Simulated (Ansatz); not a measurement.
## KSrH3 (model cell, started as cubic perovskite with Sr in the octahedra): phonons and vibrational spectra

Task: relax KSrH3 (model cell, started as cubic perovskite with Sr in the octahedra), then find its harmonic phonons.

Main program and level: Ansatz 0.2.0; DFT PBEsol, scalar-relativistic, plane waves, PAW; PAW set soft_1.

The structure was built from a prototype and need not be the compound's stable phase.

## 1. Starting point

It takes space group Pm-3m (No. 221, cubic). Conventional cell: a = 4.959 Å, b = 4.959 Å, c = 4.959 Å, α = 90.00°, β = 90.00°, γ = 90.00°. K has 12 H at 3.51 Å nearest. Sr has 6 H at 2.48 Å nearest. H has 2 Sr at 2.48 Å nearest. Farther neighbours are not listed.

Coordinates:

```cif
data_structure
_symmetry_space_group_name_H-M 'P 1'
_symmetry_Int_Tables_number 1
_cell_length_a 4.9588
_cell_length_b 4.9588
_cell_length_c 4.9588
_cell_angle_alpha 90.000
_cell_angle_beta 90.000
_cell_angle_gamma 90.000
_cell_volume 121.94
loop_
_atom_site_label
_atom_site_type_symbol
_atom_site_fract_x
_atom_site_fract_y
_atom_site_fract_z
_atom_site_occupancy
K1 K 0.00000 0.00000 0.00000 1
Sr2 Sr 0.50000 0.50000 0.50000 1
H3 H 0.50000 0.50000 0.00000 1
H4 H 0.50000 0.00000 0.50000 1
H5 H 0.00000 0.50000 0.50000 1
```

## 2. Bringing the structure to rest

Harmonic phonons are second derivatives at a point where the forces vanish, and they are wanted at zero stress, so atoms and cell are relaxed first.

input.yaml reads:

```yaml
crystal:
  lattice:
    - [4.9588, 0.0, 0.0]
    - [0.0, 4.9588, 0.0]
    - [0.0, 0.0, 4.9588]
  atoms:
    - { symbol: K, position: [0.0, 0.0, 0.0] }
    - { symbol: Sr, position: [0.5, 0.5, 0.5] }
    - { symbol: H, position: [0.5, 0.5, 0.0] }
    - { symbol: H, position: [0.5, 0.0, 0.5] }
    - { symbol: H, position: [0.0, 0.5, 0.5] }
kpoints:
  mp_grid: { grid: [4, 4, 4] }
hamiltonian:
  xc: pbesol
  pseudopotentials: { kind: paw, azcp: { folder: soft_1 }, xc_functional: pbe }
scf:
  occupations: { method: gaussian, width: 0.02 }
output:
  forces: true
  stress: true
  eigenvalues: true
relax:
  adjacent_minimum: "off"
  f_tol: 0.005
  max_steps: 80
  cell: { stress_tol: 0.05 }
```

Started as:

```bash
$ ansatz run input.yaml --threads 4 --pin off --max-ram 16384MiB --backend cpu --events-out ev --progress --plain --runs-dir out
```

Numbers of over 12 decimals in the logs are rounded to 6 here.

Log:

```text
Engine: ansatz 0.2.0, aarch64-unknown-linux-gnu
Pseudopotentials: kind: paw
Pseudopotential: K, paw, valence charge 9, recommended cutoff 420 eV (normal), soft_1/K.paw.azcp
Pseudopotential: Sr, paw, valence charge 10, recommended cutoff 420 eV (normal), soft_1/Sr.paw.azcp
Pseudopotential: H, paw, valence charge 1, recommended cutoff 420 eV (normal), soft_1/H.paw.azcp
Functional definition: PBEsol
  exchange = pbesol_x
  correlation = pbesol_c
Crystal: 5 atoms, lattice volume = 121.935 Å³
Basis set: ecut = 420 eV, 2373 PW (Γ), exchange–correlation on 72×72×72 points (8 copies of the dense FFT grid, shifted against one another)
Bands: 16, of which v1, the nominal top of the filled ones, is band 11 counted from 1 (10 counted from 0)
Symmetry: 48 space group operations
Space group: Pm-3m (ITA 221), of the structure as read, at distance tolerance 5.0e-5 Å
k-points: 10 of 64
Non-local potential: K, projectors of the file, l = 0: 3, l = 1: 2, l = 2: 2
Non-local potential: Sr, projectors of the file, l = 0: 3, l = 1: 2, l = 2: 2
Non-local potential: H, projectors of the file, l = 0: 2, l = 1: 1
PAW form: soft (Blöchl's): semilocal exchange-correlation on the pseudo side does not see the compensation charge
PAW frozen core: K, regenerated for the run's functional, and the local potential with it (the file was generated under x = pbe(κ = 0.804, μ = 0.219515), c = pbe(β = 0.066725))
PAW frozen core: Sr, regenerated for the run's functional, and the local potential with it (the file was generated under x = pbe(κ = 0.804, μ = 0.219515), c = pbe(β = 0.066725))
PAW one-centre angular grid: K, 110 points (default); XC on 64 Gauss nodes
PAW one-centre angular grid: Sr, 110 points (default); XC on 64 Gauss nodes
PAW one-centre angular grid: H, 110 points (default); XC on 64 Gauss nodes
Initial density: superposition of atomic densities (chi_scale 0.1, normalization cell, long waves kept (reshape's long-wave potential 0.01 eV rms))
Initial wavefunctions: pseudopotential atomic-orbital guess
Functional: x = pbesol(κ = 0.804, μ = 0.123457), c = pbesol(β = 0.046)
SCF iter   1: F=—  HF=-5057.558130 eV  |F-HF|=—  |Δ(HF+E_count)|=         —  Δρ=4.12e-2  dr2=3.02e0  ethr=3.10e-3  ⟨swp⟩=9.2  Hψ=1096  notcnv=0
preconditioner: auto → Resta (q_TF=auto, 2.051 Å⁻¹)  ε∞=2.0  [insulator: Δε(μ)=3.708 eV  Ē_g=11.479 eV  σ=0.020 eV  W_gap=1.00  n_scr=18 (ndim 8)  ℏωp=11.6 eV  f_vac=0.000  D(μ)=0.00/eV (n_scr^D=0)  ε∞_Penn≈2.0]
SCF iter   2: F=—  HF=-5056.673676 eV  |F-HF|=—  |Δ(HF+E_count)|=   8.84e-1  Δρ=1.42e-2  dr2=4.95e-1  ethr=3.10e-3  ⟨swp⟩=2.8  Hψ=324  notcnv=0  defer=9
SCF iter   3: F=—  HF=-5056.554624 eV  |F-HF|=—  |Δ(HF+E_count)|=   1.19e-1  Δρ=3.46e-3  dr2=1.49e-2  ethr=2.25e-3  ⟨swp⟩=2.9  Hψ=245  notcnv=0  defer=9
SCF iter   4: F=—  HF=-5056.559649 eV  |F-HF|=—  |Δ(HF+E_count)|=   5.02e-3  Δρ=3.80e-4  dr2=3.22e-4  ethr=6.78e-5  ⟨swp⟩=4.3  Hψ=298  notcnv=0  defer=9
SCF iter   5: F=—  HF=-5056.559772 eV  |F-HF|=—  |Δ(HF+E_count)|=   1.24e-4  Δρ=8.75e-5  dr2=6.71e-6  ethr=1.46e-6  ⟨swp⟩=2.5  Hψ=238  notcnv=0  defer=9
SCF iter   6: F=—  HF=-5056.559776 eV  |F-HF|=—  |Δ(HF+E_count)|=   3.65e-6  Δρ=1.68e-5  dr2=3.75e-7  ethr=3.05e-8  ⟨swp⟩=2.0  Hψ=237  notcnv=0  defer=9
SCF iter   7: F=-5056.559776 eV  HF=-5056.559776 eV  |F-HF|=3.77e-9  |Δ(HF+E_count)|=   3.03e-7  Δρ=1.58e-6  dr2=4.00e-9  ethr=4.55e-10  ⟨swp⟩=12.4  Hψ=1096  notcnv=0
SCF 1 converged in 7 iterations: F = -5056.559776 eV  dr2 = 4.00e-9
  greatest PAW one-centre occupation: 0.987 electrons in one spin orbital (limit 2), on the Sr atom at site 1 (counted from 0), in its partial waves of l = 0
relax step   1: F+E_penalty+E_count = -5056.55977636 eV  Δ(F+E_penalty+E_count) = +0.000e0 eV  max|allowed force component| = 1.689e-30 eV/Å  Δτ_max = 0.0000 Å  P = -2.401 GPa  Ω = 121.935 Å³  (7 SCF iters, dr2 threshold 1.00e-7 eV, accepted)
Crystal: 5 atoms, lattice volume = 110.251 Å³
Basis set: ecut = 420 eV, 2109 PW (Γ), exchange–correlation on 72×72×72 points (8 copies of the dense FFT grid, shifted against one another)
Initial density: handed on by an earlier stage of this run
Initial wavefunctions: those handed on with the density
iter 1 solved again at ethr=1.64e-4 eV; its pass at ethr=3.10e-3 eV (dr2=3.60e-2 eV) is discarded
SCF iter   1: F=—  HF=-5056.698650 eV  |F-HF|=—  |Δ(HF+E_count)|=         —  Δρ=4.73e-3  dr2=3.60e-2  ethr=1.64e-4  ⟨swp⟩=1.3  Hψ=1146  notcnv=0
preconditioner: auto → Resta (q_TF=auto, 2.086 Å⁻¹)  ε∞=3.1  [insulator: Δε(μ)=2.673 eV  Ē_g=5.995 eV  σ=0.020 eV  W_gap=1.00  n_scr=18 (ndim 8)  ℏωp=8.7 eV  f_vac=0.000  D(μ)=0.00/eV (n_scr^D=0)  ε∞_Penn≈3.1]
SCF iter   2: F=—  HF=-5056.689704 eV  |F-HF|=—  |Δ(HF+E_count)|=   8.95e-3  Δρ=1.95e-3  dr2=8.68e-3  ethr=1.64e-4  ⟨swp⟩=2.5  Hψ=234  notcnv=0
SCF iter   3: F=—  HF=-5056.687349 eV  |F-HF|=—  |Δ(HF+E_count)|=   2.35e-3  Δρ=3.97e-4  dr2=3.46e-4  ethr=3.95e-5  ⟨swp⟩=3.1  Hψ=267  notcnv=0
SCF iter   4: F=—  HF=-5056.687324 eV  |F-HF|=—  |Δ(HF+E_count)|=   2.49e-5  Δρ=6.24e-5  dr2=5.04e-6  ethr=1.57e-6  ⟨swp⟩=2.6  Hψ=238  notcnv=0
SCF iter   5: F=-5056.687328 eV  HF=-5056.687328 eV  |F-HF|=2.63e-7  |Δ(HF+E_count)|=   3.23e-6  Δρ=1.60e-5  dr2=2.28e-7  ethr=2.27e-9  ⟨swp⟩=9.8  Hψ=1034  notcnv=0
SCF 2 converged in 5 iterations: F = -5056.687328 eV  dr2 = 2.28e-7
relax step   2: F+E_penalty+E_count = -5056.68732797 eV  Δ(F+E_penalty+E_count) = -1.276e-1 eV  max|allowed force component| = 2.894e-30 eV/Å  Δτ_max = 0.0000 Å  P = -0.905 GPa  Ω = 110.251 Å³  energy of the carried Pulay correction = +2.346e-3 eV  (5 SCF iters, dr2 threshold 5.00e-7 eV, accepted)
Crystal: 5 atoms, lattice volume = 104.213 Å³
Basis set: ecut = 420 eV, 2007 PW (Γ), exchange–correlation on 72×72×72 points (8 copies of the dense FFT grid, shifted against one another)
iter 1 solved again at ethr=6.17e-5 eV; its pass at ethr=3.10e-3 eV (dr2=1.36e-2 eV) is discarded
SCF iter   1: F=—  HF=-5056.706615 eV  |F-HF|=—  |Δ(HF+E_count)|=         —  Δρ=2.94e-3  dr2=1.31e-2  ethr=6.17e-5  ⟨swp⟩=1.8  Hψ=1155  notcnv=0
preconditioner: auto → Resta (q_TF=auto, 2.105 Å⁻¹)  ε∞=2.1  [insulator: Δε(μ)=2.576 eV  Ē_g=14.782 eV  σ=0.020 eV  W_gap=1.00  n_scr=18 (ndim 8)  ℏωp=15.4 eV  f_vac=0.000  D(μ)=0.00/eV (n_scr^D=0)  ε∞_Penn≈2.1]
SCF iter   2: F=—  HF=-5056.702976 eV  |F-HF|=—  |Δ(HF+E_count)|=   3.64e-3  Δρ=1.06e-3  dr2=2.37e-3  ethr=5.94e-5  ⟨swp⟩=2.8  Hψ=246  notcnv=0
SCF iter   3: F=—  HF=-5056.702310 eV  |F-HF|=—  |Δ(HF+E_count)|=   6.66e-4  Δρ=2.04e-4  dr2=6.39e-5  ethr=1.08e-5  ⟨swp⟩=2.7  Hψ=248  notcnv=0
SCF iter   4: F=—  HF=-5056.702311 eV  |F-HF|=—  |Δ(HF+E_count)|=   1.11e-6  Δρ=3.05e-5  dr2=9.51e-7  ethr=2.90e-7  ⟨swp⟩=2.7  Hψ=232  notcnv=0
SCF iter   5: F=-5056.702312 eV  HF=-5056.702311 eV  |F-HF|=4.19e-8  |Δ(HF+E_count)|=   3.66e-7  Δρ=6.45e-6  dr2=2.96e-8  ethr=2.27e-9  ⟨swp⟩=8.2  Hψ=894  notcnv=0
SCF 3 converged in 5 iterations: F = -5056.702312 eV  dr2 = 2.96e-8
relax step   3: F+E_penalty+E_count = -5056.70231153 eV  Δ(F+E_penalty+E_count) = -1.498e-2 eV  max|allowed force component| = 3.356e-30 eV/Å  Δτ_max = 0.0000 Å  P = +0.231 GPa  Ω = 104.213 Å³  energy of the carried Pulay correction = +3.654e-3 eV  (5 SCF iters, dr2 threshold 5.00e-7 eV, accepted)
[...]
relax step   4: F+E_penalty+E_count = -5056.70283421 eV  Δ(F+E_penalty+E_count) = -5.227e-4 eV  max|allowed force component| = 9.248e-30 eV/Å  Δτ_max = 0.0000 Å  P = -0.015 GPa  Ω = 105.384 Å³  energy of the carried Pulay correction = +3.394e-3 eV  (4 SCF iters, dr2 threshold 1.33e-7 eV, accepted)
Basis set: ecut = 420 eV, 2103 PW (Γ), exchange–correlation on 64×64×64 points (8 copies of the dense FFT grid, shifted against one another)
Initial wavefunctions: pseudopotential atomic-orbital guess (no wavefunctions were taken with the density)
iter 1 solved again at ethr=2.48e-7 eV; its pass at ethr=3.10e-3 eV (dr2=5.45e-5 eV) is discarded
SCF iter   1: F=—  HF=-5056.700569 eV  |F-HF|=—  |Δ(HF+E_count)|=         —  Δρ=1.63e-4  dr2=2.68e-6  ethr=2.48e-7  ⟨swp⟩=3.7  Hψ=1665  notcnv=0
preconditioner: auto → Resta (q_TF=auto, 2.101 Å⁻¹)  ε∞=2.1  [insulator: Δε(μ)=2.525 eV  Ē_g=14.797 eV  σ=0.020 eV  W_gap=1.00  n_scr=18 (ndim 8)  ℏωp=15.3 eV  f_vac=0.000  D(μ)=0.00/eV (n_scr^D=0)  ε∞_Penn≈2.1]
SCF iter   2: F=—  HF=-5056.700541 eV  |F-HF|=—  |Δ(HF+E_count)|=   2.72e-5  Δρ=8.31e-5  dr2=6.58e-7  ethr=1.22e-8  ⟨swp⟩=2.0  Hψ=190  notcnv=0
SCF iter   3: F=—  HF=-5056.700550 eV  |F-HF|=—  |Δ(HF+E_count)|=   8.93e-6  Δρ=2.88e-6  dr2=3.00e-9  ethr=2.99e-9  ⟨swp⟩=2.0  Hψ=190  notcnv=0
SCF iter   4: F=—  HF=-5056.700550 eV  |F-HF|=—  |Δ(HF+E_count)|=   8.32e-9  Δρ=3.92e-7  dr2=1.94e-10  ethr=1.36e-11  ⟨swp⟩=2.0  Hψ=264  notcnv=0
SCF iter   5: F=-5056.700550 eV  HF=-5056.700550 eV  |F-HF|=1.55e-11  |Δ(HF+E_count)|=  9.73e-11  Δρ=1.20e-7  dr2=2.16e-11  ethr=1.00e-12  ⟨swp⟩=5.8  Hψ=666  notcnv=0
SCF 5 converged in 5 iterations: F = -5056.700550 eV  dr2 = 2.16e-11
relax step   5: F+E_penalty+E_count = -5056.70055028 eV  Δ(F+E_penalty+E_count) = +2.284e-3 eV  max|allowed force component| = 8.497e-31 eV/Å  Δτ_max = 0.0000 Å  P = -0.036 GPa  Ω = 105.384 Å³  stress off target by 3.59e-2 GPa  SCF on the basis re-selected at this cell (its energy is not comparable with the rows above)  (5 SCF iters)
basis re-selected at this cell: Δ(F+E_penalty+E_count) = +2.284e-3 eV, ΔP = -0.021 GPa vs the last step (what re-selecting the basis moved, of the pressure what is left beyond the Pulay correction that the steps carried, after the strain that the cell walked since its last selection, with what the two solves' SCF thresholds leave and, on support functions, any second-order correction that the steps lacked; it is no measure of the basis error at this ecutwfc). The dense FFT grid was sized anew with the basis: this SCF ran on 32×32×32 points, the steps before it on 36×36×36, so part of this shift can come from that change (see relax.cell in the input reference). [rest of the remark cut]
SCF converged after 5 iterations
Free energy (F): -5056.700550 eV
Harris-Foulkes:  -5056.700550 eV  (|F-HF|=1.55e-11)
Internal energy: -5056.700550 eV  (E = F + TS)
E sigma→0 (E₀):  -5056.700550 eV
Fermi energy:    3.015020 eV
--- Per-component energies (eV) ---
  E_band       = -257.496042
  E_kinetic    = 525.673459
  E_local      = -1430.757979  (includes V_loc(G=0)·N_el)
  E_nonlocal   = 249.908980
  E_hartree    = 412.604396
  E_xc         = -332.892241
  E_vxc        = -352.539869  (∫ρ·V_xc dr)
  E_paw        = -3403.633881  (= ΣΔE_a)
  E_vpaw       = -74.986704  (= ΣTr[D̂ρ^β])
  E_aug_tail   = -0.002725  (compensation charges beyond the density's cutoff)
  E_ewald      = -1077.842792
  E_core_change = 0.242233  (= ΣΔE_core)
  E_smearing   = -0.000000  (= −TS)
  E_closure    = 0.000000  (closes the sum)
  Σ components = -5056.700550   (vs F -5056.700550, Δ=0.00e0)
--- Forces (eV/Å), atoms counted from 1 ---
  atom   1  K      0.00000000     0.00000000    -0.00000000
  atom   2  Sr    -0.00000000     0.00000000     0.00000000
  atom   3  H      0.00000000     0.00000000     0.00000000
  atom   4  H      0.00000000    -0.00000000     0.00000000
  atom   5  H     -0.00000000     0.00000000     0.00000000
  max |Σ_I F_I| component: 1.01e-30 eV/Å
--- Stress (GPa, compression-positive) ---
       -0.035910       0.000000       0.000000
        0.000000      -0.035910       0.000000
        0.000000       0.000000      -0.035910
  P = ⅓ Tr σ = -0.0359 GPa (-0.359 kbar)
--- Band table (eV; the first three rows and the last of 10) ---
  k-point 0: bands = [... 7 lower, -11.1614, -0.9731, 1.0131, 1.0131, 8.0765, 8.0765, 8.0765, 8.5292, ... 1 higher]
  k-point 1: bands = [... 7 lower, -11.1617, -0.5764, 1.0999, 1.1572, 7.0620, 7.4930, 7.4930, 7.8702, ... 1 higher]
  k-point 2: bands = [... 7 lower, -11.1621, -0.0640, 1.1847, 1.1931, 6.9575, 7.1219, 7.1219, 7.2688, ... 1 higher]
  k-point 9: bands = [... 7 lower, -11.1936, 1.7525, 1.7525, 1.7525, 5.2316, 5.2316, 5.2316, 7.6929, ... 1 higher]
--- Relaxed structure (4 steps of the walk, 4 accepted, 1 SCFs on fresh bases) ---
  F+E_penalty+E_count = -5056.70055028 eV   max|allowed force component| = 8.497e-31 eV/Å   (the final SCF, on the basis selected at the relaxed cell)
  cell:  # Å, volume = 105.3842 Å³
    - [4.723442, 0, 0.0]
    - [0, 4.723442, 0]
    - [0, 0, 4.723442]
  atoms:
    - { symbol: K, position: [0, 0, 0] }
    - { symbol: Sr, position: [0.5, 0.5, 0.5] }
    - { symbol: H, position: [0.5, 0.5, 0] }
    - { symbol: H, position: [0.5, 0, 0.5] }
    - { symbol: H, position: [0, 0.5, 0.5] }
```

Run time: 2.7 s. Hardware: 4 threads of Arm Neoverse V1, shared host; peak memory 0.38 GiB; 9.1 s of CPU time.

Step by step:

```tsv
step	energy less that of the first step (eV)	largest force component (eV/Å)	pressure (GPa)	volume (Å³)
1	0.0000	0.0000	-2.40	121.94
2	-0.1276	0.0000	-0.91	110.25
3	-0.1425	0.0000	0.23	104.21
4	-0.1431	0.0000	-0.01	105.38
5*	-0.1408	0.0000	-0.04	105.38
```

Relaxation steps marked * repeat the geometry before them on a plane-wave basis chosen anew for their cell, so energy and pressure can jump there.

The run keeps the 48 symmetry operations that it works with, so distortions that break them were not tested.

```tsv
conventional cell, symmetrised	before	after	change
a (Å)	4.959	4.723	-4.7 %
b (Å)	4.959	4.723	-4.7 %
c (Å)	4.959	4.723	-4.7 %
volume (Å³/atom)	24.39	21.08	-13.6 %
```

Final coordinates:

```
K Sr H
1.0
     4.72344    0.00000    0.00000
     0.00000    4.72344    0.00000
     0.00000    0.00000    4.72344
K Sr H
1 1 3
Cartesian
  0.0000 0.0000 0.0000
  2.3617 2.3617 2.3617
  2.3617 2.3617 0.0000
  2.3617 0.0000 2.3617
  0.0000 2.3617 2.3617
```

A gap read on the k-mesh alone can miss the band edges.

Numbers from this step:

| Item | Value |
| --- | --- |
| pressure | -0.03591 GPa |
| gap on the k-mesh | 2.525 eV |
| volume per atom | 21.08 Å³ |
| direct gap on mesh | 2.602 eV |

In this step the volume went from 24.39 to 21.08 Å³/atom.

## 3. Bringing the structure to rest

The relaxation is repeated from its end on the same settings, as a check that it has come to rest.

input.yaml, as its differences from that of step 2:

```diff
@@ -2,5 +2,5 @@
   lattice:
-    - [4.9588, 0.0, 0.0]
-    - [0.0, 4.9588, 0.0]
-    - [0.0, 0.0, 4.9588]
+    - [4.7234415537, 0.0, 0.0]
+    - [0.0, 4.7234415537, 0.0]
+    - [0.0, 0.0, 4.7234415537]
   atoms:
```

Log:

```text
[...]
Crystal: 5 atoms, lattice volume = 105.384 Å³
Basis set: ecut = 420 eV, 2103 PW (Γ), exchange–correlation on 64×64×64 points (8 copies of the dense FFT grid, shifted against one another)
Bands: 16, of which v1, the nominal top of the filled ones, is band 11 counted from 1 (10 counted from 0)
Symmetry: 48 space group operations
[...]
k-points: 10 of 64
[...]
--- Relaxed structure (1 steps of the walk, 1 accepted, 1 SCFs on fresh bases) ---
[...]
cell:  # Å, volume = 105.3842 Å³
    - [4.7234415537, 0.0, 0.0]
    - [0.0, 4.7234415537, 0.0]
    - [0.0, 0.0, 4.7234415537]
  atoms:
    - { symbol: K, position: [0.0, 0.0, 0.0] }
    - { symbol: Sr, position: [0.5, 0.5, 0.5] }
    - { symbol: H, position: [0.5, 0.5, 0.0] }
    - { symbol: H, position: [0.5, 0.0, 0.5] }
    - { symbol: H, position: [0.0, 0.5, 0.5] }
[key lines of the parts left out:]
SCF converged after 4 iterations
Free energy (F): -5056.700550 eV
Fermi energy:    3.015017 eV
P = ⅓ Tr σ = -0.0359 GPa (-0.359 kbar)
```

Wall time 1.1 s (4 threads); peak memory 0.35 GiB.

Little changed from the start: no atom moved by 0.005 Å and no cell edge by 0.1 %.

In this step the volume went from 21.08 to 21.08 Å³/atom.

## 4. Relaxing to small forces for the phonons

Phonons need a cell at rest on their own settings, so the relaxation is repeated with tight tolerances on forces and stress, using the mesh and the filling of the phonon run that follows.

input.yaml, as its differences from that of step 3:

```diff
@@ -17,3 +17,3 @@
 scf:
-  occupations: { method: gaussian, width: 0.02 }
+  occupations: { method: fixed }
 output:
@@ -24,4 +24,4 @@
   adjacent_minimum: "off"
-  f_tol: 0.005
-  max_steps: 80
-  cell: { stress_tol: 0.05 }
+  f_tol: 0.001
+  max_steps: 60
+  cell: { stress_tol: 0.01 }
```

Log:

```text
[...]
Crystal: 5 atoms, lattice volume = 105.384 Å³
Basis set: ecut = 420 eV, 2103 PW (Γ), exchange–correlation on 64×64×64 points (8 copies of the dense FFT grid, shifted against one another)
Bands: 16, of which v1, the nominal top of the filled ones, is band 11 counted from 1 (10 counted from 0)
Symmetry: 48 space group operations
[...]
k-points: 10 of 64
[...]
--- Relaxed structure (2 steps of the walk, 2 accepted, 1 SCFs on fresh bases) ---
[...]
cell:  # Å, volume = 105.2354 Å³
    - [4.721217, 0, 0]
    - [0, 4.721217, 0.0]
    - [0, 0.0, 4.721217]
  atoms:
    - { symbol: K, position: [0, 0, 0] }
    - { symbol: Sr, position: [0.5, 0.5, 0.5] }
    - { symbol: H, position: [0.5, 0.5, 0] }
    - { symbol: H, position: [0.5, 0, 0.5] }
    - { symbol: H, position: [0, 0.5, 0.5] }
[key lines of the parts left out:]
SCF converged after 7 iterations
Free energy (F): -5056.700584 eV
Fermi energy:    1.761708 eV
P = ⅓ Tr σ = -0.0056 GPa (-0.056 kbar)
```

The job ended after 1.4 s (4 threads; peak memory 0.35 GiB; 4.7 s of CPU time).

Little changed from the start: no atom moved by 0.005 Å and no cell edge by 0.1 %.

This step gave:

```yaml
pressure: -0.005649 GPa
gap_on_the_k_mesh: 2.524 eV
volume_per_atom: 21.05 Å³
direct_gap_on_mesh: 2.601 eV
```

The forces vanish by symmetry and the pressure is -0.006 GPa, within the tolerances set. The cell now holds 21.05 Å³/atom.

[end of part 1 of 2]

[Logs are printed without paths, hosts, clocks, repeated set-up lines and the standing remarks that a program may print on its own settings, such as how far it seeks lower states.]

[Hosts, paths, dates, database ids (printed as entryN), source tags and the programs' standing remarks are cut or masked in the printed files.]
